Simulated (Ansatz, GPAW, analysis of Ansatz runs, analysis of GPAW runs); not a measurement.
## Substitutional B in diamond: charge-transition level, PBE (GPAW)

Aim: the charge-transition level of substitutional B in diamond, to be set beside the measurement. Set-up: PBE, plane waves 500 eV, 64-site cell, PBE lattice, k: the zone centre alone then 2x2x2 shifted, symmetric start, start relaxed with Ansatz. The model is a cell of 64 host atoms with 1 C taken out and 1 B put in. The level is the Fermi energy at which two charge states have equal formation energy, after a correction for the images of the charge. Another start tests whether the structure found is the lowest.

What was measured. (0/-1) level above the valence-band top: 0.368 eV, by acceptor ionization energy (cited; method not stated) (quoted in “Phosphorescence and donor-acceptor pair recombination in laboratory-grown diamonds”, 2023, Jiahui Zhao et al., quoting earlier work (1993)).

Main program and level: GPAW 26.7.0; GPAW plane-wave PAW DFT, PBE; relaxation of all atoms of a defect supercell.

## Step 1: The starting structure

The cell holds 64 atoms: 63 C and 1 B. Cell: a = 7.144 Å, b = 7.144 Å, c = 7.144 Å, α = 90.0°, β = 90.0°, γ = 90.0°. It derives from C (space group Fd-3m). Nearest the centre at fractional (0.375, 0.375, 0.375): B8 at 0.01 Å, C49 at 1.58 Å, C42 at 1.59 Å, C4 at 1.59 Å, C27 at 1.59 Å, C14 at 2.53 Å, C15 at 2.53 Å, C5 at 2.53 Å.

The host's primitive cell comes from a first run (GPAW plane-wave PAW DFT, PBE; relaxation of cell and atoms of a defect-free cell): vectors of 2.526, 2.526 and 2.526 Å. That is 5.70 Å³ an atom, 0.4 % over the diffraction cell's volume. The supercell is built on it.

This program's steps are dear, so the start below was first relaxed with Ansatz (plane-wave PAW DFT, PBE; 19 s).

## Step 2: Relaxation, charge 0

Every later number rests on the structure around the defect, so the atoms are relaxed at the host's lattice first.

Contents of run.py:

```python
import numpy as np
from ase.io import read, write
from ase.parallel import parprint, world
from gpaw import GPAW, PW
from ase.optimize import BFGS

atoms = read('POSCAR')
magmoms = np.zeros(len(atoms))
magmoms[[7, 3, 26, 41]] = 1 / 4
atoms.set_initial_magnetic_moments(magmoms)
calc = GPAW(mode=PW(500),
            xc='PBE',
            kpts={'size': (1, 1, 1), 'gamma': True},
            occupations={'name': 'fermi-dirac', 'width': 0.01, 'fixmagmom': True},
            nbands=136,
            convergence={'density': 1e-05, 'forces': 0.001},
            maxiter=150,
            symmetry='off',
            txt='gpaw.txt')
atoms.calc = calc
opt = BFGS(atoms, trajectory='relax.traj', logfile='-')
done = opt.run(fmax=0.02, steps=80)
parprint('Converged:', done)
energy = atoms.get_potential_energy()
forces = atoms.get_forces()
parprint(f'Energy: {energy:.6f} eV, largest force {np.linalg.norm(forces, axis=1).max():.4f} eV/A')
calc.write('gs.gpw')
write('final.xyz', atoms)
parprint('Moments:', atoms.get_magnetic_moments().round(3))
for s in range(calc.get_number_of_spins()):
    parprint('Levels (eV), spin', s, calc.get_eigenvalues(kpt=0, spin=s)[-16:].round(3))
```

Contents of POSCAR:

```
C  B  C 
 1.0000000000000000
     7.1439157092080041   -0.0000000000000009   -0.0000000000000000
     0.0000000000000004    7.1439157092080050   -0.0000000000000000
    -0.0000000000000004   -0.0000000000000018    7.1439157092080032
 C   B   C  
   7   1  56
Direct
 -0.0009779709973526 -0.0009779709973526  0.2504555854123054
 -0.0008396925074679  0.2498946930333130 -0.0003565538545280
  0.2498946930333130 -0.0008396925074679 -0.0003565538545280
  0.2460697798869552  0.2460697798869552  0.2470771355111974
  0.1246527089973139  0.1246527089973139  0.3735327406873888
  0.1247803298113276  0.3742012195572971  0.1243146109135331
  0.3742012195572970  0.1247803298113276  0.1243146109135331
  0.3757598645342934  0.3757598645342934  0.3742401354657066
 -0.0001056750042916 -0.0001056750042916  0.7501056750042915
 -0.0000769157668421  0.2499849202702539  0.5000150797297460
  0.2499849202702539 -0.0000769157668421  0.5000150797297460
  0.2499849202702539  0.2499849202702539  0.7500769157668420
  0.1252817628505292  0.1252817628505292  0.8746275133238525
  0.1246527089973139  0.3764672593126112  0.6253472910026862
  0.3764672593126112  0.1246527089973139  0.6253472910026862
  0.3751912096939879  0.3751912096939879  0.8747927955943730
  0.0000308887685262  0.4996336003848855  0.2503663996151148
 -0.0000837974073397  0.7496370153860484  0.0003629846139516
  0.2500643622183887  0.4996295767123854  0.0005054328266143
  0.2500643622183887  0.7494945671733858  0.2503704232876146
  0.1247803298113276  0.6256853890864669  0.3757987804427029
  0.1252651434113434  0.8750194137404397  0.1248657725804045
  0.3765194578521693  0.6260319816329264  0.1239680183670736
  0.3751912096939879  0.8752072044056272  0.3748087903060120
 -0.0009779709973526  0.4995444145876946  0.7509779709973528
 -0.0008396925074679  0.7503565538545280  0.5001053069666871
  0.2460697798869552  0.5029228644888026  0.5039302201130448
  0.2498946930333130  0.7503565538545280  0.7508396925074678
  0.1252651434113434  0.6251342274195958  0.8749805862595603
  0.1252817628505292  0.8753724866761475  0.6247182371494709
  0.3742012195572970  0.6256853890864669  0.6252196701886724
  0.3753320458693583  0.8752548993043865  0.8747451006956135
  0.4996336003848854  0.0000308887685262  0.2503663996151148
  0.4996295767123854  0.2500643622183887  0.0005054328266143
  0.7496370153860482 -0.0000837974073397  0.0003629846139516
  0.7494945671733856  0.2500643622183887  0.2503704232876146
  0.6256853890864668  0.1247803298113276  0.3757987804427029
  0.6260319816329264  0.3765194578521693  0.1239680183670736
  0.8750194137404397  0.1252651434113434  0.1248657725804045
  0.8752072044056270  0.3751912096939879  0.3748087903060120
  0.4995444145876945 -0.0009779709973526  0.7509779709973528
  0.5029228644888026  0.2460697798869552  0.5039302201130448
  0.7503565538545279 -0.0008396925074679  0.5001053069666871
  0.7503565538545279  0.2498946930333130  0.7508396925074678
  0.6251342274195957  0.1252651434113434  0.8749805862595603
  0.6256853890864668  0.3742012195572971  0.6252196701886724
  0.8753724866761474  0.1252817628505292  0.6247182371494709
  0.8752548993043864  0.3753320458693584  0.8747451006956135
  0.5029286422162339  0.5029286422162339  0.2470713577837662
  0.4995050991881473  0.7503914727762527 -0.0003914727762527
  0.7503914727762527  0.4995050991881475 -0.0003914727762527
  0.7503914727762527  0.7503914727762528  0.2504949008118527
  0.6260319816329264  0.6260319816329265  0.3734805421478307
  0.6251732060501871  0.8754489708866888  0.1248267939498129
  0.8754489708866887  0.6251732060501872  0.1248267939498129
  0.8752548993043864  0.8752548993043865  0.3746679541306417
  0.4996336003848854  0.4996336003848855  0.7499691112314738
  0.4996295767123854  0.7494945671733856  0.4999356377816113
  0.7494945671733856  0.4996295767123854  0.4999356377816113
  0.7496370153860482  0.7496370153860484  0.7500837974073395
  0.6251732060501871  0.6251732060501872  0.8745510291133114
  0.6251342274195957  0.8750194137404398  0.6247348565886568
  0.8750194137404397  0.6251342274195958  0.6247348565886568
  0.8752064498974192  0.8752064498974194  0.8747935501025806
```

The run is started by

```bash
$ OMP_NUM_THREADS=1 mpirun -n 4 gpaw python run.py > stdout
```

What it wrote:

```text
__  _  _
 | _ |_)|_||  |
 |__||  | ||/\| - 26.7.0

Input parameters:
  mode=PW(ecut=500.0),
  convergence={'density': 1e-05, 'forces': 0.001},
  kpts=MonkhorstPack(size=(1, 1, 1), gamma=True),
  maxiter=150,
  nbands=136,
  occupations=Occupations(name='fermi-dirac', width=0.01, fixmagmom=True),
  symmetry=Symmetry(point_group=False, time_reversal=False),
  xc=XC(name='PBE')

Diagonalizing LCAO Hamiltonian
Converting LCAO to pw mode

                 C        C
            C  C     C C
         C   C C  C   C C
          C C   C C  C   C
       C  CC    CC CC     C
            CCC      CCC
        C      B C    CCC
         CCC C    C C
          C C   C  C C   C
       C   C  C C   C C
        C     C  C     C
           C        C

Atoms  # Å, Bohr magnetons
|    | symbol |         x |         y |         z |    initial magnetic moments |
|----|--------|-----------|-----------|-----------|-----------------------------|
|  0 |      C | -0.006987 | -0.006987 |  1.789234 | ( 0.0000,  0.0000,  0.0000) |
|  1 |      C | -0.005999 |  1.785227 | -0.002547 | ( 0.0000,  0.0000,  0.0000) |
|  2 |      C |  1.785227 | -0.005999 | -0.002547 | ( 0.0000,  0.0000,  0.0000) |
|  3 |      C |  1.757902 |  1.757902 |  1.765098 | ( 0.0000,  0.0000,  0.2500) |
|  4 |      C |  0.890508 |  0.890508 |  2.668486 | ( 0.0000,  0.0000,  0.0000) |
|  5 |      C |  0.891420 |  2.673262 |  0.888093 | ( 0.0000,  0.0000,  0.0000) |
|  6 |      C |  2.673262 |  0.891420 |  0.888093 | ( 0.0000,  0.0000,  0.0000) |
|  7 |      B |  2.684397 |  2.684397 |  2.673540 | ( 0.0000,  0.0000,  0.2500) |
|  8 |      C | -0.000755 | -0.000755 |  5.358692 | ( 0.0000,  0.0000,  0.0000) |
|  9 |      C | -0.000549 |  1.785871 |  3.572066 | ( 0.0000,  0.0000,  0.0000) |
| 10 |      C |  1.785871 | -0.000549 |  3.572066 | ( 0.0000,  0.0000,  0.0000) |
| 11 |      C |  1.785871 |  1.785871 |  5.358486 | ( 0.0000,  0.0000,  0.0000) |
| 12 |      C |  0.895002 |  0.895002 |  6.248265 | ( 0.0000,  0.0000,  0.0000) |
| 13 |      C |  0.890508 |  2.689450 |  4.467428 | ( 0.0000,  0.0000,  0.0000) |
| 14 |      C |  2.689450 |  0.890508 |  4.467428 | ( 0.0000,  0.0000,  0.0000) |
| 15 |      C |  2.680334 |  2.680334 |  6.249446 | ( 0.0000,  0.0000,  0.0000) |
| 16 |      C |  0.000221 |  3.569340 |  1.788596 | ( 0.0000,  0.0000,  0.0000) |
[...]
| 56 |      C |  3.569340 |  3.569340 |  5.357716 | ( 0.0000,  0.0000,  0.0000) |
| 57 |      C |  3.569312 |  5.354326 |  3.571498 | ( 0.0000,  0.0000,  0.0000) |
| 58 |      C |  5.354326 |  3.569312 |  3.571498 | ( 0.0000,  0.0000,  0.0000) |
| 59 |      C |  5.355344 |  5.355344 |  5.358535 | ( 0.0000,  0.0000,  0.0000) |
| 60 |      C |  4.466185 |  4.466185 |  6.247719 | ( 0.0000,  0.0000,  0.0000) |
| 61 |      C |  4.465906 |  6.251065 |  4.463053 | ( 0.0000,  0.0000,  0.0000) |
| 62 |      C |  6.251065 |  4.465906 |  4.463053 | ( 0.0000,  0.0000,  0.0000) |
| 63 |      C |  6.252401 |  6.252401 |  6.249451 | ( 0.0000,  0.0000,  0.0000) |

Unit cell  # Å
| periodic |         x |         y |         z |  lengths |    angles |
|----------|-----------|-----------|-----------|----------|-----------|
|      yes |  7.143916 | -0.000000 | -0.000000 | 7.143916 | 90.000000 |
|      yes |  0.000000 |  7.143916 | -0.000000 | 7.143916 | 90.000000 |
|      yes | -0.000000 | -0.000000 |  7.143916 | 7.143916 | 90.000000 |

Number of symmetries: 1
Symmetry operations  # r_c * U_cc + t_c -> r_c
|   | kind |            matrix            |
|---|------|------------------------------|
| 0 |  E   |  1, 0, 0,  0, 1, 0,  0, 0, 1 |

BZ-sampling:
  Number of BZ points: 1
  Number of IBZ points: 1

  Monkhorst-Pack size: [1, 1, 1]
  Monkhorst-Pack shift: [0, 0, 0]

K-points  # in reciprocal-cell coordinates
|   |                                coordinates |     weight |
|---|--------------------------------------------|------------|
| 0 | (  0.00000000,   0.00000000,   0.00000000) | 1.00000000 |

Plane wave coefficients: 4586
Cutoff: 500.0 eV

Spin-components: 2 (collinear spins)
Bands:           136
Projectors:      320
Spin-degeneracy: 1
Datatype:        float64

Density:
  Valence electrons: 255.0
  Components: 2
  Grid points: [40 40 40]
  Charge: 0.0  # |e|

Potential:
  Grid points: [40 40 40]

species:
  C:
    name:    Carbon
    Z:       6.0
    valence: 4
    core:    2
    charge:  0.0  # [|e|]
    compensation charges:
      type: gauss
      rc: 0.20  # [Å]
      lmax: 2
    cutoffs:
      filter: 1.14  # [Å]
      core: 1.14  # [Å]
    projectors
    | kind |    occ | energy [eV] | rcut [Å] |
    |------|--------|-------------|----------|
    |   2s |  2.000 |     -13.751 |    0.635 |
    |   2p |  2.000 |      -5.284 |    0.635 |
    |    s |        |      13.461 |    0.635 |
    |    p |        |      21.927 |    0.635 |
    |    d |        |       0.000 |    0.635 |

    Using partial waves for C as LCAO basis

  B:
    name:    Boron
    Z:       5.0
    valence: 3
    core:    2
    charge:  0.0  # [|e|]
    compensation charges:
      type: gauss
      rc: 0.20  # [Å]
      lmax: 2
    cutoffs:
      filter: 1.14  # [Å]
      core: 1.38  # [Å]
    projectors
    | kind |    occ | energy [eV] | rcut [Å] |
    |------|--------|-------------|----------|
    |   2s |  2.000 |      -9.443 |    0.635 |
    |   2p |  1.000 |      -3.606 |    0.635 |
    |    s |        |      17.768 |    0.635 |
    |    p |        |      23.605 |    0.635 |
    |    d |        |       0.000 |    0.635 |

    Using partial waves for B as LCAO basis

Reference energy: -65410.060842  # eV

eigensolver:
  PPCG
  Converge bands: occupied
  niter=2

density mixing:
  MSR1-Mixer
  Pratt-step length: 0.05
  Maximum mixing coefficient: 0.75
  Old densities: 10
  SVD Regularization: 0.005
  Good broyden scale: 1.0
  Trust region scale: 1.0
  Backstep threshold: 4.0
  History deletion threshold: 6.0
  Fourier metric: weight=20.0, sigma=0.015

occupation numbers:
  Fixed magnetic moment: 1.000
  Fermi-Dirac:
    width: 0.0100  # eV

poisson solver:
  ecut: 4000.0  # eV

xc functional:
  name: PBE with 2 nearest neighbor stencil

Initialization done in: 10.149 s

convergence criteria:
- Maximum integral of absolute [dens]ity change: 1e-05 electrons / valence electron
- Maximum change in the atomic [forces] across last 2 cycles: 0.001 eV/Ang OR
Maximum error relative to the maximum force is below inf
- Maximum [total energy] change in last 3 cyles: 0.0005 eV / valence electron
- Maximum integral of absolute [eigenst]ate change: 4e-08 eV^2 / valence electron
maximum number of iterations: 150

SCF iterations
|iter     | |      energy | eigst |  dens |force |  magmom |
|---------|-|-------------|-------|-------|------|---------|
|iter:   1| | -589.421819 | +0.10 |       |      |  +0.9938|
|iter:   2| | -587.017349 | -2.07 | -0.78 |      |  +0.9942|
|iter:   3| | -572.513852 | -1.29 | -0.80 |      |  +0.9983|
|iter:   4| | -572.316230 | -2.02 | -1.47 |      |  +0.9996|
|iter:   5| | -572.289957 | -2.70 | -2.23 |      |  +0.9998|
|iter:   6| | -572.286475c| -3.65 | -2.44 |      |  +0.9999|
|iter:   7| | -572.286849c| -4.86 | -3.01 |      |  +1.0000|
|iter:   8| | -572.286865c| -5.87 | -3.65 |      |  +1.0000|
|iter:   9| | -572.286867c| -6.60 | -3.95 |      |  +1.0000|
|iter:  10| | -572.286870c| -7.24 | -4.26 |      |  +1.0000|
|iter:  11| | -572.286870c| -7.43c| -4.62 |      |  +1.0000|
|iter:  12| | -572.286870c| -7.74c| -5.07c|      |  +1.0000|
|iter:  13| | -572.286870c| -8.21c| -5.40c|-3.82c|  +1.0000|

Converged in 13 steps
SCF loop duration: 23.487 s (1.807 s/step)
Energy contributions relative to reference atoms: (reference = -65410.060842)

Energy contributions:
  Kinetic:         534.948853
  Coulomb:        -495.526573
  Zero:              0.703959
  External:          0.000000
  Xc:             -612.406178
  Entropy:          -0.013863
  Spinorbit:         0.000000
  ----------------------------
  Free energy:    -572.293802
  Extrapolated:   -572.286870

dipole moment: (84.320070, 84.320064, 0.049084)  # |e|*Ang

Total magnetic moment: (0.000000, 0.000000, 1.000000)

Local magnetic moments
|        x |        y |        z |
|----------|----------|----------|
| 0.000000 | 0.000000 | 0.008762 |  # C    0
| 0.000000 | 0.000000 | 0.009893 |  # C    1
| 0.000000 | 0.000000 | 0.009893 |  # C    2
| 0.000000 | 0.000000 | 0.020967 |  # C    3
| 0.000000 | 0.000000 | 0.006538 |  # C    4
| 0.000000 | 0.000000 | 0.009533 |  # C    5
| 0.000000 | 0.000000 | 0.009533 |  # C    6
| 0.000000 | 0.000000 | 0.015137 |  # B    7
| 0.000000 | 0.000000 | 0.007263 |  # C    8
| 0.000000 | 0.000000 | 0.006638 |  # C    9
| 0.000000 | 0.000000 | 0.006638 |  # C   10
| 0.000000 | 0.000000 | 0.006638 |  # C   11
| 0.000000 | 0.000000 | 0.005986 |  # C   12
| 0.000000 | 0.000000 | 0.006538 |  # C   13
| 0.000000 | 0.000000 | 0.006538 |  # C   14
| 0.000000 | 0.000000 | 0.005470 |  # C   15
[...]
Fermi levels: 13.844, 12.260
Eigenvalues  # (at kpt = [0.000, 0.000, 0.000])
| band index |      eig [eV] | occ [0-1] |      eig [eV] | occ [0-1] |
|------------|---------------|-----------|---------------|-----------|
|          0 |        -9.448 |     1.000 |        -9.426 |     1.000 |
|        ... |               |           |               |           |
|        120 |         9.234 |     1.000 |         9.275 |     1.000 |
|        121 |         9.266 |     1.000 |         9.312 |     1.000 |
|        122 |        10.136 |     1.000 |        10.162 |     1.000 |
|        123 |        10.184 |     1.000 |        10.266 |     1.000 |
|        124 |        10.184 |     1.000 |        10.266 |     1.000 |
|        125 |        12.060 |     1.000 |        12.072 |     1.000 |
|        126 |        12.198 |     1.000 |        12.260 |     0.500 |
|        127 |        12.198 |     1.000 |        12.260 |     0.500 |
|        128 |        16.353 |     0.000 |        16.370 |     0.000 |
|        129 |        16.353 |     0.000 |        16.370 |     0.000 |
|        130 |        16.419 |     0.000 |        16.437 |     0.000 |
|        131 |        16.419 |     0.000 |        16.437 |     0.000 |
|        132 |        16.440 |     0.000 |        16.457 |     0.000 |
|        133 |        16.496 |     0.000 |        16.516 |     0.000 |
|        134 |        17.099 |     0.000 |        17.095 |     0.000 |
|        135 |        17.100 |     0.000 |        17.096 |     0.000 |

Gap: 4.093 eV
Transition (v -> c):
  (s=1, k=0, n=127, [0.00, 0.00, 0.00]) -> (s=0, k=0, n=128, [0.00, 0.00, 0.00])
No difference between direct/indirect transitions

Forces  # eV/Ang
|        x |        y |        z |
|----------|----------|----------|
[...]
|  0.00006 |  0.00007 | -0.00091 |  # C   56
|  0.00054 | -0.00043 | -0.00113 |  # C   57
| -0.00042 |  0.00055 | -0.00114 |  # C   58
|  0.00068 |  0.00068 |  0.00049 |  # C   59
| -0.00039 | -0.00039 |  0.00005 |  # C   60
| -0.00132 | -0.00034 |  0.00025 |  # C   61
| -0.00032 | -0.00132 |  0.00025 |  # C   62
|  0.00014 |  0.00013 | -0.00016 |  # C   63

# Writing to gs.gpw (mode='')
```

It took 36 s on 4 MPI ranks of Arm Neoverse V1, shared host; peak memory 1.4 GiB.

Hardly anything moved in the relaxation; the energy changed by under 0.2 meV an atom.

Neighbours of B8 at the end:

```csv
atom,distance (Å)
C49,1.574
C27,1.594
C4,1.594
C42,1.594
C38,2.529
C23,2.529
C53,2.529
C7,2.530
C31,2.530
C46,2.530
C6,2.530
C37,2.530
C21,2.530
C14,2.537
C5,2.537
C15,2.537
```

This step gave:

```yaml
total_moment: 1.000 μB
```

[end of part 1 of 4]

[Logs are printed without paths, hosts, clocks, repeated set-up lines and the standing remarks that a program may print on its own settings, such as how far it seeks lower states.]

[Hosts, paths, dates, database ids (printed as entryN), source tags and the programs' standing remarks are cut or masked in the printed files.]

[For some hosts the program warned that the k-mesh of the response run may be too coarse for force constants and the static dielectric constant; such warnings are not shown here.]
